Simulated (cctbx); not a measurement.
**Eu2Sb: precision against data quality**

Space group Cmcm (no. 63), a = 3.7620 Å, b = 18.0660 Å, c = 6.2450 Å, α = 90.00°, β = 90.00°, γ = 90.00°.

```
atom  mult.    x       y    z  Ueq (Å²)
 Eu1      4    0  0.5599  3/4    0.0110
 Eu2      4  1/2  0.7211  3/4    0.0074
 Sb1      4    0  0.8872  3/4    0.0084
```

This is a model crystal, built by substitution and not relaxed, with assumed displacement parameters.

Five simulated data sets (cctbx; Ag Kα, λ = 0.56087 Å; 2 % proportional error) differ in resolution or exposure (noise floor 8 counts in the first three, 8 in the last two). Each is refined with the right model, isotropic at 1.1 Å and anisotropic otherwise. How do the figures of merit and the uncertainties move?

```
d min (Å)  top counts  ⟨I/σ⟩ (unmerged, absences included)  unique  param. (scale apart)   Rint      R1  GooF  largest s.u. xyz (fractional)  s.u. U of Sb1 (Å²)  largest error (Å)
      1.1        5000                                  4.6     117                     6  0.032  0.0144  1.07                        0.00014              0.0006             0.0005
     0.84        5000                                  4.0     243                    12  0.038  0.0162  0.96                        0.00009              0.0006             0.0016
      0.6        5000                                  3.0     619                    12  0.055  0.0187  0.88                        0.00006              0.0003             0.0013
     0.75         300                                  0.7     326                    12  0.315  0.0582  0.95                        0.00089              0.0061             0.0031
     0.75        3000                                  2.9     326                    12  0.059  0.0232  0.95                        0.00013              0.0007             0.0007
```

The number of reflections grows roughly as 1/d³: 117, 243 and 619 here. R1 follows the noise rather than the truth: at 300 counts it is 0.0582, at 3000 counts 0.0232, while GooF is 0.95 and 0.95: the weights 1/σ² carry the noise. The s.u. of U (U11 where anisotropic) for Sb1 goes 0.0006, 0.0006, 0.0003 Å² with resolution and 0.0061, 0.0007 Å² with exposure.

Hardware for the 0.6 Å refinement: 0.54 s on 1 thread of Arm Neoverse V1 (shared host), peak memory 0.09 GiB.

[Logs are printed without paths, hosts, clocks, repeated set-up lines and the standing remarks that a program may print on its own settings, such as how far it seeks lower states.]
